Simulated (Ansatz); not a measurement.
**Li on Y(0001): change of the work function**

Aim: the work function of Y(0001) at several coverages of Li (hcp site), and the dipole that each adsorbate carries.

Main program and level: Ansatz 0.2.0; plane-wave DFT, PBE-D3(BJ), Ansatz PAW, in the first sound run; inputs show where later runs differ.

This is a report of a sequence of runs, with most program output left out.

## Step 1: Set-up

The cell holds 4 atoms: 4 Y. Cell: a = 3.650 Å, b = 3.650 Å, c = 26.601 Å, α = 90.0°, β = 90.0°, γ = 60.0°. Vacuum lies along c.

Coordinates:

```xyz
4
Lattice="3.6500 0.0000 0.0000 1.8250 3.1610 0.0000 0.0000 0.0000 26.6012" Properties=species:S:1:pos:R:3
Y     3.6500    2.1073    9.0000
Y     0.0000    0.0000   11.8671
Y     3.6500    2.1073   14.7341
Y     0.0000    0.0000   17.6012
```

## Step 2: The clean slab

The bare slab comes first, as the zero from which every change is counted. The two lowest layers are held at bulk places and the upper ones relax. The dipole correction removes the false field that a one-sided slab makes across the periodic vacuum, so each face gets a flat vacuum level of its own.

input.yaml

```yaml
crystal:
  lattice:
    - [3.65, 0.0, 0.0]
    - [1.825, 3.1609927238, 0.0]
    - [0.0, 0.0, 26.601225]
  atoms:
    - { symbol: "Y", position: [0.6666666667, 0.6666666667, 0.3383302837] }
    - { symbol: "Y", position: [0.0, 0.0, 0.4461100946] }
    - { symbol: "Y", position: [0.6666666667, 0.6666666667, 0.5538899054] }
    - { symbol: "Y", position: [0.0, 0.0, 0.6616697163] }
kpoints:
  mp_grid: { grid: [10, 10, 1] }
hamiltonian:
  xc: pbe
  dispersion: d3bj
scf:
  occupations: { method: fermi_dirac, width: 0.1 }
  convergence: { dr2_threshold: 1.0e-08 }
efield:
  axis: 3
  dipole_correction: true
  ramp_position: 0.97
  ramp_width: 0.06
relax:
  f_tol: 0.02
  max_steps: 60
  constraints: [{ sites: [0, 1] }]
output:
  write_potential: true
  write_density: true
  volumetric_format: npy
```

On the command line:

```sh
ansatz run input.yaml --threads 4 --pin off --max-ram 12288MiB --backend cpu --events-out ev --progress --plain --runs-dir out
```

Run time: 6 s. Hardware: 4 threads of Arm Neoverse V2, shared host; peak memory 0.6 GiB; 23 s of CPU time.

Step by step:

| step | energy less that of the first step (eV) | largest force component (eV/Å) |
| --- | --- | --- |
| 1 | 0.0000 | 0.2515 |
| 2 | -0.0180 | 0.0099 |

The run keeps the 6 symmetry operations that it works with, so distortions that break them were not tested.

The atoms that moved most (Å):

| atom | dx | dy | dz | length |
| --- | --- | --- | --- | --- |
| Y4 | 0.000 | 0.000 | -0.170 | 0.170 |
| Y3 | 0.000 | 0.000 | -0.039 | 0.039 |

Final coordinates:

```xyz
4
Lattice="3.6500 0.0000 0.0000 1.8250 3.1610 0.0000 0.0000 0.0000 26.6012" Properties=species:S:1:pos:R:3
Y     3.6500    2.1073    9.0000
Y     0.0000    0.0000   11.8671
Y     3.6500    2.1073   14.6954
Y     0.0000    0.0000   17.4317
```

This step gave:

```
energy at zero smearing   : -15394.2528 eV
work function, upper face : 3.357 eV
dipole along the normal   : 8.79e-4 e·Å
```

Running mean over 2.867 Å of the planar mean; the ramp of the sawtooth is left out. Electron's electrostatic potential energy less the Fermi level against z:

| z (Å) | electron's electrostatic potential energy less the Fermi level (eV) |
| --- | --- |
| 3.5 | 3.37 |
| 4.0 | 3.36 |
| 4.5 | 3.35 |
| 5.0 | 3.32 |
| 5.5 | 3.24 |
| 6.0 | 3.02 |
| 6.5 | 2.50 |
| 7.0 | 1.14 |
| 7.5 | -1.41 |
| 8.0 | -4.09 |
| 8.5 | -5.54 |
| 9.0 | -5.84 |
| 9.5 | -5.73 |
| 10.0 | -5.58 |
| 10.5 | -5.48 |
| 11.0 | -5.44 |
| 11.5 | -5.45 |
| 12.0 | -5.50 |
| 12.5 | -5.60 |
| 13.0 | -5.71 |
| 13.5 | -5.70 |
| 14.0 | -5.57 |
| 14.5 | -5.48 |
| 15.0 | -5.53 |
| 15.5 | -5.85 |
| 16.0 | -6.13 |
| 16.5 | -6.10 |
| 17.0 | -5.91 |
| 17.5 | -5.85 |
| 18.0 | -5.41 |
| 18.5 | -3.76 |
| 19.0 | -1.03 |
| 19.5 | 1.40 |
| 20.0 | 2.58 |
| 20.5 | 3.05 |
| 21.0 | 3.24 |
| 21.5 | 3.31 |
| 22.0 | 3.34 |
| 22.5 | 3.35 |
| 23.0 | 3.35 |

The relaxation took 2 steps and lowered the energy by 0.018 eV; the largest force on the free atoms ends at 0.0099 eV/Å.

The work function of the upper face is 3.36 eV.

## Step 3: The covered slab, k-mesh 4×4×1, coverage 0.111 ML

System of this step: Li/Y(0001). The cell holds 37 atoms: 36 Y and 1 Li. Cell: a = 10.950 Å, b = 10.950 Å, c = 29.022 Å, α = 90.0°, β = 90.0°, γ = 60.0°. Vacuum lies along c.

The clean slab as it ended is repeated in the plane and the adsorbate is set on one face; the cell's size fixes the coverage, and the k-mesh shrinks with it to keep the sampling density about even. Adsorbate and upper layers relax, since the dipole depends on the height.

input.yaml

```yaml
crystal:
  lattice:
    - [10.95, 0.0, 0.0]
    - [5.475, 9.4829781714, 0.0]
    - [0.0, 0.0, 29.0217078488]
  atoms:
    - { symbol: "Y", position: [0.2222222222, 0.2222222222, 0.3101126938] }
    - { symbol: "Y", position: [0.0, 0.0, 0.4089033996] }
    - { symbol: "Y", position: [0.2222222222, 0.2222222222, 0.5063586216] }
    - { symbol: "Y", position: [0.0, 0.0, 0.6006438463] }
    - { symbol: "Y", position: [0.2222222222, 0.5555555556, 0.3101126938] }
    - { symbol: "Y", position: [0.0, 0.3333333333, 0.4089033996] }
    - { symbol: "Y", position: [0.2222222222, 0.5555555556, 0.5063586216] }
    - { symbol: "Y", position: [0.0, 0.3333333333, 0.6006438463] }
    - { symbol: "Y", position: [0.2222222222, 0.8888888889, 0.3101126938] }
    - { symbol: "Y", position: [0.0, 0.6666666667, 0.4089033996] }
    - { symbol: "Y", position: [0.2222222222, 0.8888888889, 0.5063586216] }
    - { symbol: "Y", position: [0.0, 0.6666666667, 0.6006438463] }
    - { symbol: "Y", position: [0.5555555556, 0.2222222222, 0.3101126938] }
    - { symbol: "Y", position: [0.3333333333, 0.0, 0.4089033996] }
    - { symbol: "Y", position: [0.5555555556, 0.2222222222, 0.5063586216] }
    - { symbol: "Y", position: [0.3333333333, 0.0, 0.6006438463] }
    - { symbol: "Y", position: [0.5555555556, 0.5555555556, 0.3101126938] }
    - { symbol: "Y", position: [0.3333333333, 0.3333333333, 0.4089033996] }
    - { symbol: "Y", position: [0.5555555556, 0.5555555556, 0.5063586216] }
    - { symbol: "Y", position: [0.3333333333, 0.3333333333, 0.6006438463] }
    - { symbol: "Y", position: [0.5555555556, 0.8888888889, 0.3101126938] }
    - { symbol: "Y", position: [0.3333333333, 0.6666666667, 0.4089033996] }
    - { symbol: "Y", position: [0.5555555556, 0.8888888889, 0.5063586216] }
    - { symbol: "Y", position: [0.3333333333, 0.6666666667, 0.6006438463] }
    - { symbol: "Y", position: [0.8888888889, 0.2222222222, 0.3101126938] }
    - { symbol: "Y", position: [0.6666666667, 0.0, 0.4089033996] }
    - { symbol: "Y", position: [0.8888888889, 0.2222222222, 0.5063586216] }
    - { symbol: "Y", position: [0.6666666667, 0.0, 0.6006438463] }
    - { symbol: "Y", position: [0.8888888889, 0.5555555556, 0.3101126938] }
    - { symbol: "Y", position: [0.6666666667, 0.3333333333, 0.4089033996] }
    - { symbol: "Y", position: [0.8888888889, 0.5555555556, 0.5063586216] }
    - { symbol: "Y", position: [0.6666666667, 0.3333333333, 0.6006438463] }
    - { symbol: "Y", position: [0.8888888889, 0.8888888889, 0.3101126938] }
    - { symbol: "Y", position: [0.6666666667, 0.6666666667, 0.4089033996] }
    - { symbol: "Y", position: [0.8888888889, 0.8888888889, 0.5063586216] }
    - { symbol: "Y", position: [0.6666666667, 0.6666666667, 0.6006438463] }
    - { symbol: Li, position: [0.2222222222, 0.2222222222, 0.6898873062] }
kpoints:
  mp_grid: { grid: [4, 4, 1] }
hamiltonian:
  xc: pbe
  dispersion: d3bj
scf:
  occupations: { method: fermi_dirac, width: 0.1 }
  convergence: { dr2_threshold: 1.0e-08 }
efield:
  axis: 3
  dipole_correction: true
  ramp_position: 0.97
  ramp_width: 0.06
relax:
  f_tol: 0.02
  max_steps: 60
  constraints:
    - { sites: [0, 1, 4, 5, 8, 9, 12, 13, 16, 17, 20, 21, 24, 25, 28, 29, 32, 33] }
output:
  bader: true
  write_potential: true
  write_density: true
  volumetric_format: npy
```

The job ended after 7.9 min (4 threads; peak memory 8.8 GiB).

Step by step:

| step | energy less that of the first step (eV) | largest force component (eV/Å) |
| --- | --- | --- |
| 1 | 0.0000 | 0.1632 |
| 2 | -0.0414 | 0.0325 |
| 3 | -0.0432 | 0.0206 |
| 4 | -0.0436 | 0.0055 |

Forces are held to the 6 operations that the run works with; a distortion that breaks them can't arise in this run.

The atoms that moved most (Å):

| atom | dx | dy | dz | length |
| --- | --- | --- | --- | --- |
| Y28 | -0.033 | 0.019 | 0.071 | 0.081 |
| Y4 | 0.033 | 0.019 | 0.071 | 0.081 |
| Y12 | 0.000 | -0.038 | 0.071 | 0.081 |
| Y20 | -0.041 | -0.024 | -0.062 | 0.078 |
| Y16 | 0.000 | 0.048 | -0.062 | 0.078 |
| Y8 | 0.041 | -0.024 | -0.062 | 0.078 |
| Y3 | 0.000 | 0.000 | -0.067 | 0.067 |
| Y35 | 0.000 | 0.000 | 0.048 | 0.048 |

Final coordinates:

```
Y Li
1.0
    10.95000    0.00000    0.00000
     5.47500    9.48298    0.00000
     0.00000    0.00000   29.02171
Y Li
36 1
Cartesian
  3.6500 2.1073 9.0000
  0.0000 0.0000 11.8671
  3.6500 2.1073 14.6288
  0.0328 0.0189 17.5032
  5.4750 5.2683 9.0000
  1.8250 3.1610 11.8671
  5.4697 5.2809 14.6958
  1.8663 3.1372 17.3695
  7.3000 8.4293 9.0000
  3.6500 6.3220 11.8671
  7.2865 8.4276 14.6958
  3.6500 6.2841 17.5032
  7.3000 2.1073 9.0000
  3.6500 0.0000 11.8671
  7.3082 2.0965 14.6958
  3.6500 0.0476 17.3695
  9.1250 5.2683 9.0000
  5.4750 3.1610 11.8671
  9.1250 5.2683 14.7248
  5.4337 3.1372 17.3695
  10.9500 8.4293 9.0000
  7.3000 6.3220 11.8671
  10.9635 8.4276 14.6958
  7.2878 6.3290 17.4509
  10.9500 2.1073 9.0000
  7.3000 0.0000 11.8671
  10.9418 2.0965 14.6958
  7.2672 0.0189 17.5032
  12.7750 5.2683 9.0000
  9.1250 3.1610 11.8671
  12.7803 5.2809 14.6958
  9.1250 3.1469 17.4509
  14.6000 8.4293 9.0000
  10.9500 6.3220 11.8671
  14.6000 8.4293 14.7429
  10.9622 6.3290 17.4509
  3.6500 2.1073 20.0290
```

This step gave:

```
energy at zero smearing        : -138753.1657 eV
work function, upper face      : 3.147 eV
work function, lower face      : 3.369 eV
dipole along the normal        : 0.1273 e·Å
step between the vacuum levels : -0.2218 eV
```

Running mean over 2.867 Å of the planar mean; the ramp of the sawtooth is left out. Table of electron's electrostatic potential energy less the Fermi level by z:

z (Å), electron's electrostatic potential energy less the Fermi level (eV) and a bar from the least value:
```
        4       3.36 ##############################
        5       3.32 ##############################
        6       3.02 #############################
        7       1.14 #######################
        8      -4.08 ######
        9      -5.84 #
       10      -5.58 ##
       11      -5.44 ##
       12      -5.51 ##
       13      -5.70 #
       14      -5.57 ##
       15      -5.53 ##
       16      -6.08 
       17      -5.87 #
       18      -5.37 ##
       19      -1.18 ################
       20       2.31 ###########################
       21       2.89 #############################
       22       3.09 #############################
       23       3.14 #############################
       24       3.15 #############################
       25       3.15 #############################
```

The relaxation took 4 steps and lowered the energy by 0.044 eV; the largest force on the free atoms ends at 0.0055 eV/Å.

The covered face has 3.15 eV, -0.21 eV against the clean one; the bare back face has moved by -0.00 eV, a measure of how thin the slab is.

## Step 4: Adsorbate added, k-mesh 5×5×1, coverage 0.25 ML

System of this step: Li/Y(0001). The cell holds 17 atoms: 16 Y and 1 Li. Cell: a = 7.300 Å, b = 7.300 Å, c = 29.022 Å, α = 90.0°, β = 90.0°, γ = 60.0°. Vacuum lies along c.

Another coverage, to see how the dipoles act on each other as their distance changes.

input.yaml

```yaml
crystal:
  lattice:
    - [7.3, 0.0, 0.0]
    - [3.65, 6.3219854476, 0.0]
    - [0.0, 0.0, 29.0217078488]
  atoms:
    - { symbol: "Y", position: [0.3333333333, 0.3333333333, 0.3101126938] }
    - { symbol: "Y", position: [0.0, 0.0, 0.4089033996] }
    - { symbol: "Y", position: [0.3333333333, 0.3333333333, 0.5063586216] }
    - { symbol: "Y", position: [0.0, 0.0, 0.6006438463] }
    - { symbol: "Y", position: [0.3333333333, 0.8333333333, 0.3101126938] }
    - { symbol: "Y", position: [0.0, 0.5, 0.4089033996] }
    - { symbol: "Y", position: [0.3333333333, 0.8333333333, 0.5063586216] }
    - { symbol: "Y", position: [0.0, 0.5, 0.6006438463] }
    - { symbol: "Y", position: [0.8333333333, 0.3333333333, 0.3101126938] }
    - { symbol: "Y", position: [0.5, 0.0, 0.4089033996] }
    - { symbol: "Y", position: [0.8333333333, 0.3333333333, 0.5063586216] }
    - { symbol: "Y", position: [0.5, 0.0, 0.6006438463] }
    - { symbol: "Y", position: [0.8333333333, 0.8333333333, 0.3101126938] }
    - { symbol: "Y", position: [0.5, 0.5, 0.4089033996] }
    - { symbol: "Y", position: [0.8333333333, 0.8333333333, 0.5063586216] }
    - { symbol: "Y", position: [0.5, 0.5, 0.6006438463] }
    - { symbol: Li, position: [0.3333333333, 0.3333333333, 0.6898873062] }
kpoints:
  mp_grid: { grid: [5, 5, 1] }
hamiltonian:
  xc: pbe
  dispersion: d3bj
scf:
  occupations: { method: fermi_dirac, width: 0.1 }
  convergence: { dr2_threshold: 1.0e-08 }
efield:
  axis: 3
  dipole_correction: true
  ramp_position: 0.97
  ramp_width: 0.06
relax:
  f_tol: 0.02
  max_steps: 60
  constraints: [{ sites: [0, 1, 4, 5, 8, 9, 12, 13] }]
output:
  bader: true
  dos: { projected: true, e_range: [-8, 4] }
  write_potential: true
  write_density: true
  volumetric_format: npy
  elf: true
```

Elapsed: 2.1 min, on 4 threads; peak memory 3.1 GiB; 8 min of CPU time.

The steps of the relaxation:

| step | energy less that of the first step (eV) | largest force component (eV/Å) |
| --- | --- | --- |
| 1 | 0.0000 | 0.2568 |
| 2 | -0.0444 | 0.0678 |
| 3 | -0.0471 | 0.0359 |
| 4 | -0.0474 | 0.0041 |

Forces are held to the 6 operations that the run works with; a distortion that breaks them can't arise in this run.

The atoms that moved most (Å):

| atom | dx | dy | dz | length |
| --- | --- | --- | --- | --- |
| Y4 | 0.000 | 0.000 | 0.162 | 0.162 |
| Y8 | 0.048 | -0.028 | -0.031 | 0.064 |
| Y12 | 0.000 | 0.056 | -0.031 | 0.064 |
| Y16 | -0.048 | -0.028 | -0.031 | 0.064 |
| Y3 | 0.000 | 0.000 | -0.052 | 0.052 |
| Li17 | 0.000 | 0.000 | 0.043 | 0.043 |
| Y7 | -0.015 | 0.008 | 0.015 | 0.023 |
| Y11 | 0.000 | -0.017 | 0.015 | 0.023 |

Final coordinates:

```cif
data_structure
_symmetry_space_group_name_H-M 'P 1'
_symmetry_Int_Tables_number 1
_cell_length_a 7.3000
_cell_length_b 7.3000
_cell_length_c 29.0217
_cell_angle_alpha 90.000
_cell_angle_beta 90.000
_cell_angle_gamma 60.000
_cell_volume 1339.37
loop_
_atom_site_label
_atom_site_type_symbol
_atom_site_fract_x
_atom_site_fract_y
_atom_site_fract_z
_atom_site_occupancy
Y1 Y 0.33333 0.33333 0.31011 1
Y2 Y 0.00000 0.00000 0.40890 1
Y3 Y 0.33333 0.33333 0.50456 1
Y4 Y 0.00000 0.00000 0.60624 1
Y5 Y 0.33333 0.83333 0.31011 1
Y6 Y 0.00000 0.50000 0.40890 1
Y7 Y 0.33066 0.83467 0.50689 1
Y8 Y 0.00885 0.49558 0.59959 1
Y9 Y 0.83333 0.33333 0.31011 1
Y10 Y 0.50000 0.00000 0.40890 1
Y11 Y 0.83467 0.33066 0.50689 1
Y12 Y 0.49558 0.00885 0.59959 1
Y13 Y 0.83333 0.83333 0.31011 1
Y14 Y 0.50000 0.50000 0.40890 1
Y15 Y 0.83467 0.83467 0.50689 1
Y16 Y 0.49558 0.49558 0.59959 1
Li17 Li 0.33333 0.33333 0.69136 1
```

Numbers from this step:

| Property | Result |
| --- | --- |
| energy at zero smearing | -61781.9307 eV |
| work function, upper face | 2.913 eV |
| work function, lower face | 3.365 eV |
| dipole along the normal | 0.1153 e·Å |
| step between the vacuum levels | -0.4520 eV |

The density of states has structure finer than the step of the table below, so its rows give means over 0.25 eV, whole bins alone (the curve runs from -8 to 0.78 eV). Peaks (eV: height): -0.420: 35.3, -0.210: 46.1, -0.150: 49.9, -0.030: 46.8, 0.120: 63.6, 0.330: 41.7, 0.450: 43.1.

The density of states by energy, zero at the Fermi level; means over each step:

| energy (eV) | density of states (states/eV a cell) |
| --- | --- |
| -4.75 | 0 |
| -4.50 | 0.00783 |
| -4.25 | 1.24 |
| -4.00 | 1.43 |
| -3.75 | 1.98 |
| -3.50 | 3.60 |
| -3.25 | 3.45 |
| -3.00 | 3.78 |
| -2.75 | 3.26 |
| -2.50 | 6.00 |
| -2.25 | 9.69 |
| -2.00 | 4.35 |
| -1.75 | 16.5 |
| -1.50 | 13.2 |
| -1.25 | 17.4 |
| -1.00 | 18.5 |
| -0.75 | 15.0 |
| -0.50 | 24.7 |
| -0.25 | 31.6 |
| 0.00 | 35.1 |
| 0.25 | 35.1 |
| 0.50 | 29.3 |

Projected DOS per atom over height of the atomic layer and energy from the Fermi level. Layers: Y4 Y4 Y4 Y4 Li from below.

Ten even steps from '0' (0.00 states/eV) to '9' (2.78 states/eV), each cell a mean:
```
63250
94470
77771
33342
34430
33330
22220
12210
11010
00000
00000
00000
00000
00000
00000
00000
00000
00000
00000
00000
00000
00000
```
Columns: height of the atomic layer (Å) from 9 to 20.1; rows upwards: energy from the Fermi level (eV) from -7.96 to 0.745.

Valence density in the ca plane at fractional y = 0.331, with atoms of Y and Li within 0.2 Å of it. It is the smooth field of the valence electrons, not physical close to the nuclei.

Ten steps, logarithmic in the rise over the least value, from '0' (0.0 e/Å³) to '9' (5.4 e/Å³), each cell a mean:
```
22222222245653222222211000000000000000000000
22222222468875322222111000000000000000000000
22222222579986422222111000000000000000000000
22222222579986422222111000000000000000000000
22222222468875322222111000000000000000000000
22222222245653222222211000000000000000000000
22333222223322222333211100000000000000000000
23343222222222222344321100000000000000000000
23443222222222223444321110000000000000000000
22333222223322222343221111000000000000000000
22222222345643222232222111100000000000000000
22222222478875322222222125520000000000000000
22222223589986322222222259950000000000000000
22222223589986322222222259960000000000000000
22222222478875322222222125520000000000000000
22222222346653222222222111100000000000000000
22333222223322222333221111000000000000000000
23343222222222222444321110000000000000000000
23443222222222222344321110000000000000000000
22333222222322222333211100000000000000000000
```
Columns run along c (16.0 Å, from fractional 0.37 to 0.92 of the cell), rows up along a (7.3 Å). Atoms in or near the plane, at fractional coordinates: Y at (0.50, 0.33), Y at (0.51, 0.83), Li at (0.69, 0.33).

Electrostatic potential energy in the ca plane at fractional y = 0.331, with atoms of Y and Li within 0.2 Å of it. With pseudopotentials it is smooth inside the atoms' cores, unlike the true potential.

Ten even steps from '0' (-37 eV) to '9' (5 eV), each cell a mean:
```
99888999864457899888899999999999999999999999
99999998720004899999999999999999999999999999
99999998500002799999999999999999999999999999
99999998500002799999999999999999999999999999
99999998620004899999999999999999999999999999
99888999864357899888899999999999999999999999
98778899988788998877899999999999999999999999
98767899999999998766789999999999999999999999
98767899999999998766789999999999999999999999
98777899988889998777889999999999999999999999
99888999864468999888899998889999999999999999
99999998620015899999999975578999999999999999
99999998400003799999999851148899999999999999
99999998400003799999999851147899999999999999
99999998610015899999999975468999999999999999
99888999864357899888899998889999999999999999
98778899988789998777899999999999999999999999
98767899999999998766789999999999999999999999
98767899999999998766789999999999999999999999
98777899988889998877889999999999999999999999
```
Columns run along c (16.0 Å, from fractional 0.37 to 0.92 of the cell; values clipped at the 3rd and 97th percentile), rows up along a (7.3 Å). Atoms in or near the plane, at fractional coordinates: Y at (0.50, 0.33), Y at (0.51, 0.83), Li at (0.69, 0.33).

ELF in the ca plane at fractional y = 0.331, with atoms of Y and Li within 0.2 Å of it. It is the smooth field of the valence electrons, not physical close to the nuclei.

Values in units of 1e-1, 11 rows by 16 columns, each cell a mean:
```
3.4 2.7 2.7 4.6 5.7 2.4 3.0 2.3 3.6 2.8 1.3 0.3 0.1 0.0 0.0 0.0
6.4 6.7 3.4 7.1 7.2 3.4 6.8 5.3 4.0 2.0 0.6 0.1 0.0 0.0 0.0 0.0
4.8 4.3 3.0 6.2 7.2 2.8 4.6 3.5 3.8 2.4 0.9 0.2 0.0 0.0 0.0 0.0
1.7 1.5 2.6 2.0 2.2 2.5 1.7 1.3 3.6 4.4 2.6 0.8 0.1 0.0 0.0 0.0
1.7 2.6 2.9 3.1 3.0 3.1 2.8 1.9 4.9 6.9 4.9 1.7 0.3 0.0 0.0 0.0
2.0 1.7 2.4 2.5 2.6 2.7 1.9 1.9 6.2 2.8 2.7 2.0 0.5 0.1 0.0 0.0
5.3 5.2 3.0 6.9 7.2 3.4 4.7 4.4 4.3 5.2 0.6 1.3 0.5 0.1 0.0 0.0
6.3 6.6 3.3 7.3 7.3 3.7 5.9 5.4 3.9 8.2 0.9 1.2 0.5 0.1 0.0 0.0
2.8 2.1 2.4 4.1 4.3 2.8 2.2 2.3 5.7 1.2 1.3 1.8 0.5 0.1 0.0 0.0
1.6 2.2 2.7 2.5 2.4 3.0 2.5 1.8 5.6 6.6 4.9 2.0 0.4 0.0 0.0 0.0
1.7 2.1 2.8 2.3 2.1 2.8 2.2 1.6 3.9 5.4 3.5 1.1 0.2 0.0 0.0 0.0
```
Columns run along c (16.0 Å, from fractional 0.37 to 0.92 of the cell), rows up along a (7.3 Å). Atoms in or near the plane, at fractional coordinates: Y at (0.50, 0.33), Y at (0.51, 0.83), Li at (0.69, 0.33).

The relaxation took 4 steps and lowered the energy by 0.047 eV; the largest force on the free atoms ends at 0.0041 eV/Å.

By hand: a sheet of dipoles makes a step −p/(ε₀A) in the electron's potential. With e/ε₀ = 180.95 V·Å, p = 0.1153 e·Å and A = 46.15 Å², that is −180.95 × (0.1153) / 46.15 = -0.452 eV, and the two vacuum levels of the run differ by -0.452 eV.

The covered face has 2.91 eV, -0.44 eV against the clean one; the bare back face has moved by -0.01 eV, a measure of how thin the slab is.

(Continued in part 2 of 2.)

[Logs are printed without paths, hosts, clocks, repeated set-up lines and the standing remarks that a program may print on its own settings, such as how far it seeks lower states.]

[Hosts, paths, dates, database ids (printed as entryN), source tags and the programs' standing remarks are cut or masked in the printed files.]

[Maps of the electrostatic potential energy from Ansatz leave out the sawtooth potential of an applied field or a dipole correction, so their vacuum need not be flat; planar profiles and work functions include it.]

[The density of states shown here was stored with 400 of the rows of the run's finer table, so its peaks can read low, often by over a quarter, or be missed, and its means over a window can be off by a tenth or more.]
